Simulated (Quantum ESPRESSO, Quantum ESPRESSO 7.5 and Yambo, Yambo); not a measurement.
# SnO2 (Cassiterite): the gap under hydrostatic strain

Aim: the gap of SnO2 (Cassiterite) under hydrostatic strain, by PBE and G0W0.

Method: PBE and many-body steps on it, plane waves, in Quantum ESPRESSO 7.5 and Yambo 5.3.0.

This is a report of a sequence of runs, with most program output left out.

**1. Starting point**

It takes space group P4_2/mnm (No. 136, tetragonal). Conventional cell: a = 4.738 Å, b = 4.738 Å, c = 3.187 Å, α = 90.00°, β = 90.00°, γ = 90.00°. Nearest to Sn lie 6 O at 2.05 to 2.06 Å. O has 3 Sn at 2.05 to 2.06 Å nearest. Farther neighbours and most contacts between anions are not listed.

The cell and positions come from the Crystallography Open Database and are kept as given unless a step says otherwise.

**2. Ground state**

This step: Quantum ESPRESSO 7.5; DFT, PBE, plane waves, norm-conserving pseudopotentials.

The ground-state density comes first.

pw.in

```
&control
  calculation = 'scf'
  prefix = 'x'
  outdir = 'o'
  pseudo_dir = 'pseudo'
  tprnfor = .true.
  tstress = .true.
/
&system
  ibrav = 0
  nat = 6
  ntyp = 2
  ecutwfc = 84.0
  nbnd = 41
  force_symmorphic = .true.
/
&electrons
  conv_thr = 1e-10
  electron_maxstep = 80
  mixing_beta = 0.5
/
ATOMIC_SPECIES
  Sn 118.71 Sn.upf
  O 15.999 O.upf
CELL_PARAMETERS angstrom
  4.7380000000 0.0000000000 0.0000000000
  0.0000000000 4.7380000000 0.0000000000
  0.0000000000 0.0000000000 3.1865000000
ATOMIC_POSITIONS crystal
  Sn 0.0000000000 0.0000000000 0.0000000000
  Sn 0.5000000000 0.5000000000 0.5000000000
  O 0.3071000000 0.3071000000 0.0000000000
  O 0.1929000000 0.8071000000 0.5000000000
  O 0.6929000000 0.6929000000 0.0000000000
  O 0.8071000000 0.1929000000 0.5000000000
K_POINTS automatic
  4 4 6 0 0 0
```

Launch:

```
$ OMP_NUM_THREADS=1 mpirun -n 8 pw.x -nk 8 -in pw.in > pw.out
```

Wall time 21 s (8 MPI ranks of Arm Neoverse V2, shared host); peak memory 0.81 GiB.

This step gave:

```yaml
total_energy: -13859.3257 eV
gap: 1.289 eV
k_of_the_valence_top: 0, 0, 0
k_of_the_conduction_bottom: 0, 0, 0
least_direct_gap: 1.289 eV
pressure: 8.247 GPa
```

The gap is direct, at Γ.

With these pseudopotential files and this cutoff the stress is not reliable, so the pressure is no result.

**3. Empty states on the mesh, 4×4×4 mesh, 196 bands**

The sums over transitions need many empty states on a uniform mesh; this step solves for them.

pw.in: that of step 2 with these lines changed.

```diff
@@ -1,3 +1,3 @@
 &control
-  calculation = 'scf'
+  calculation = 'nscf'
   prefix = 'x'
@@ -5,4 +5,2 @@
   pseudo_dir = 'pseudo'
-  tprnfor = .true.
-  tstress = .true.
 /
@@ -13,3 +11,3 @@
   ecutwfc = 84.0
-  nbnd = 41
+  nbnd = 196
   force_symmorphic = .true.
@@ -17,5 +15,6 @@
 &electrons
-  conv_thr = 1e-10
+  conv_thr = 1e-9
   electron_maxstep = 80
-  mixing_beta = 0.5
+  diago_full_acc = .true.
+  diago_thr_init = 5e-6
 /
@@ -36,2 +35,2 @@
 K_POINTS automatic
-  4 4 6 0 0 0
+  4 4 4 0 0 0
```

Launch:

```
$ OMP_NUM_THREADS=1 mpirun -n 8 pw.x -nk 4 -in pw.in > pw.out
```

Wall time 40 s (8 MPI ranks); peak memory 0.84 GiB; 5.3 min of CPU time.

Numbers from this step:

| Property | Result |
| --- | --- |
| gap | 1.289 eV |
| k of the valence top | 0, 0, 0 |
| k of the conduction bottom | 0, 0, 0 |
| least direct gap | 1.289 eV |
| k points computed | 21 |
| lowest point of the top converged band, above the valence top | 90.4748 eV |

On this mesh the gap is 1.289 eV.

**4. Conversion and set-up**

This step: Yambo 5.3.0; conversion and set-up on PBE, plane waves, norm-conserving pseudopotentials.

The states are converted to the many-body program's format and the q mesh is built.

Launch:

```
$ (cd o/x.save; p2y > p2y.log; mv SAVE ../..); yambo > setup.log
```

It took 2.8 s on 1 MPI rank; peak memory 0.25 GiB.

**5. G0W0, strain +0 %**

G0W0 replaces the xc potential by the self-energy, built once from these orbitals. Only a window of levels is corrected, while the sums run over the empty bands that the input names.

This step: G0W0 on PBE, plane waves, norm-conserving pseudopotentials.

gw1.in

```
HF_and_locXC
gw0
dyson
ppa
em1d
rim_cut
RandQpts= 1000000
RandGvec= 1 RL
EXXRLvcs= 84 Ry
VXCRLvcs= 336 Ry
Chimod= "HARTREE"
% BndsRnXp
 1 | 196 |
%
NGsBlkXp= 15.5 Ry
% LongDrXp
 1 | 1 | 1 |
%
% GbndRnge
 1 | 196 |
%
DysSolver= "n"
ExtendOut
PPAPntXp= 27.21138 eV
% QPkrange
 1 | 1 | 33 | 36 |
%
```

Launch:

```
$ OMP_NUM_THREADS=2 mpirun -n 4 yambo -F gw1.in -J gw1 -C gw1 > gw1.log
```

Wall time 14 min (4 MPI ranks); peak memory 4 GiB; 1.6 h of CPU time.

This step gave:

```
G0W0 gap on the points computed              : 2.748 eV
starting gap on the mesh                     : 1.289 eV
k of the valence top                         : 0, 0, 0
k of the conduction bottom                   : 0, 0, 0
least direct G0W0 gap on the computed points : 2.748 eV
Z at the valence top                         : 0.7846
Z at the conduction bottom                   : 0.8365
```

The gap on the mesh goes from 1.29 eV to 2.75 eV, a correction of +1.46 eV.

**6. G0W0, strain -1 %**

The cell differs from the one that the last finished run ended in (a 4.738 → 4.691 Å, b 4.738 → 4.691 Å, c 3.187 → 3.155 Å).

gw2.in

```
HF_and_locXC
gw0
dyson
ppa
em1d
rim_cut
RandQpts= 1000000
RandGvec= 1 RL
EXXRLvcs= 84 Ry
VXCRLvcs= 336 Ry
Chimod= "HARTREE"
% BndsRnXp
 1 | 196 |
%
NGsBlkXp= 523 RL
% LongDrXp
 1 | 1 | 1 |
%
% GbndRnge
 1 | 196 |
%
DysSolver= "n"
ExtendOut
PPAPntXp= 27.21138 eV
% QPkrange
 1 | 1 | 33 | 36 |
%
```

Launch:

```
$ OMP_NUM_THREADS=2 mpirun -n 4 yambo -F gw2.in -J gw2 -C gw2 > gw2.log
```

Wall time 13 min (4 MPI ranks); peak memory 3.8 GiB; 1.5 h of CPU time.

This step gave:

```yaml
g0w0_gap_on_the_points_computed: 3.215 eV
starting_gap_on_the_mesh: 1.650 eV
k_of_the_valence_top: 0, 0, 0
k_of_the_conduction_bottom: 0, 0, 0
least_direct_g0w0_gap_on_the_computed_points: 3.215 eV
```

The gap on the mesh goes from 1.65 eV to 3.21 eV, a correction of +1.56 eV.

Ground state, empty states and screening of this cell were made anew, as for the first cell; those steps are not shown. 

**7. G0W0, strain +1 %**

The cell differs from the one that the last finished run ended in (a 4.691 → 4.785 Å, b 4.691 → 4.785 Å, c 3.155 → 3.218 Å).

gw3.in

```
HF_and_locXC
gw0
dyson
ppa
em1d
rim_cut
RandQpts= 1000000
RandGvec= 1 RL
EXXRLvcs= 84 Ry
VXCRLvcs= 336 Ry
Chimod= "HARTREE"
% BndsRnXp
 1 | 196 |
%
NGsBlkXp= 523 RL
% LongDrXp
 1 | 1 | 1 |
%
% GbndRnge
 1 | 196 |
%
DysSolver= "n"
ExtendOut
PPAPntXp= 27.21138 eV
% QPkrange
 1 | 1 | 33 | 36 |
%
```

Launch:

```
$ OMP_NUM_THREADS=2 mpirun -n 4 yambo -F gw3.in -J gw3 -C gw3 > gw3.log
```

It took 13 min on 4 MPI ranks; peak memory 4 GiB; 1.6 h of CPU time.

This step gave:

```yaml
g0w0_gap_on_the_points_computed: 2.290 eV
starting_gap_on_the_mesh: 0.9447 eV
k_of_the_valence_top: 0, 0, 0
k_of_the_conduction_bottom: 0, 0, 0
least_direct_g0w0_gap_on_the_computed_points: 2.290 eV
```

The gap on the mesh goes from 0.94 eV to 2.29 eV, a correction of +1.34 eV.

Again on this cell's own states.

**8. G0W0, strain -2 %**

The cell differs from the one that the last finished run ended in (a 4.785 → 4.643 Å, b 4.785 → 4.643 Å, c 3.218 → 3.123 Å).

gw4.in

```
HF_and_locXC
gw0
dyson
ppa
em1d
rim_cut
RandQpts= 1000000
RandGvec= 1 RL
EXXRLvcs= 84 Ry
VXCRLvcs= 336 Ry
Chimod= "HARTREE"
% BndsRnXp
 1 | 196 |
%
NGsBlkXp= 523 RL
% LongDrXp
 1 | 1 | 1 |
%
% GbndRnge
 1 | 196 |
%
DysSolver= "n"
ExtendOut
PPAPntXp= 27.21138 eV
% QPkrange
 1 | 1 | 33 | 36 |
%
```

Launch:

```
$ OMP_NUM_THREADS=2 mpirun -n 4 yambo -F gw4.in -J gw4 -C gw4 > gw4.log
```

It took 12 min on 4 MPI ranks; peak memory 3.8 GiB; 87 min of CPU time.

This step gave:

- G0W0 gap on the points computed: 3.691 eV
- starting gap on the mesh: 2.029 eV
- k of the valence top: 0, 0, 0
- k of the conduction bottom: 0, 0, 0
- least direct G0W0 gap on the computed points: 3.691 eV

The gap on the mesh goes from 2.03 eV to 3.69 eV, a correction of +1.66 eV.

Again on this cell's own states.

**9. G0W0, strain +2 %**

The cell differs from the one that the last finished run ended in (a 4.643 → 4.833 Å, b 4.643 → 4.833 Å, c 3.123 → 3.250 Å).

gw5.in

```
HF_and_locXC
gw0
dyson
ppa
em1d
rim_cut
RandQpts= 1000000
RandGvec= 1 RL
EXXRLvcs= 84 Ry
VXCRLvcs= 336 Ry
Chimod= "HARTREE"
% BndsRnXp
 1 | 196 |
%
NGsBlkXp= 523 RL
% LongDrXp
 1 | 1 | 1 |
%
% GbndRnge
 1 | 196 |
%
DysSolver= "n"
ExtendOut
PPAPntXp= 27.21138 eV
% QPkrange
 1 | 1 | 33 | 36 |
%
```

Launch:

```
$ OMP_NUM_THREADS=2 mpirun -n 4 yambo -F gw5.in -J gw5 -C gw5 > gw5.log
```

Elapsed: 13 min, on 4 MPI ranks; peak memory 4 GiB.

Numbers from this step:

* G0W0 gap on the points computed: 1.836 eV
* starting gap on the mesh: 0.6183 eV
* k of the valence top: 0, 0, 0
* k of the conduction bottom: 0, 0, 0
* least direct G0W0 gap on the computed points: 1.836 eV

The gap on the mesh goes from 0.62 eV to 1.84 eV, a correction of +1.22 eV.

Again on this cell's own states.

**10. The series**

One mesh (4×4×4), Godby-Needs plasmon pole, 196 bands in every cell; hydrostatic strain per length. Fractional positions are the same in all cells, though this structure has free coordinates, so these are clamped-ion slopes.

```
strain (%)  PBE gap (eV)  G0W0 gap (eV)  least direct G0W0 gap (eV)  G0W0 edges
        -2         2.029          3.691                       3.691      Γ to Γ
        -1         1.650          3.215                       3.215      Γ to Γ
        +0         1.289          2.748                       2.748      Γ to Γ
        +1         0.945          2.290                       2.290      Γ to Γ
        +2         0.618          1.836                       1.836      Γ to Γ
```

**11. Results**

```
slope under compression      : −370 (PBE) and −471 (G0W0) meV per %
slope under tension          : −335 (PBE) and −456 (G0W0) meV per %
ions                         : clamped: fractional positions held
GW settings, unstrained cell : 4×4×4 mesh, 196 bands
known limits                 : not at the basis limit; no spin-orbit coupling; coarse k mesh
```

On the side of compression the slopes of gap against strain are −370 (PBE) and −471 (G0W0) meV per %. On the side of tension the slopes of gap against strain are −335 (PBE) and −456 (G0W0) meV per %. One line through all points gives volume deformation potentials of -11.76 eV (PBE) and -15.45 eV (G0W0). Gaps are read on the mesh, so a valley between its points is missed. Bands and cutoff are finite, so the gap is not at the basis limit. The miss can reach some tenths of an eV and take either sign; the mesh is an error of its own. In the G0W0 run levels were corrected at 1 k point alone, so a gap called «on the mesh» is the least over those, and an edge elsewhere would be missed. The 4×4×4 mesh is coarse for this cell, which bears on the long-range parts of exchange and screening. The many-body steps are scalar-relativistic: spin-orbit coupling is not in them.

[Paths, hosts, dates, memory and timing lines, banners, echoed tables and standing remarks are left out of the program output.]

[Logs are printed without paths, hosts, clocks, repeated set-up lines and the standing remarks that a program may print on its own settings, such as how far it seeks lower states.]

[Runs of the session that timed out or met a known fault of the program may be left out.]

[Hosts, paths, dates, database ids (printed as entryN), source tags and the programs' standing remarks are cut or masked in the printed files.]
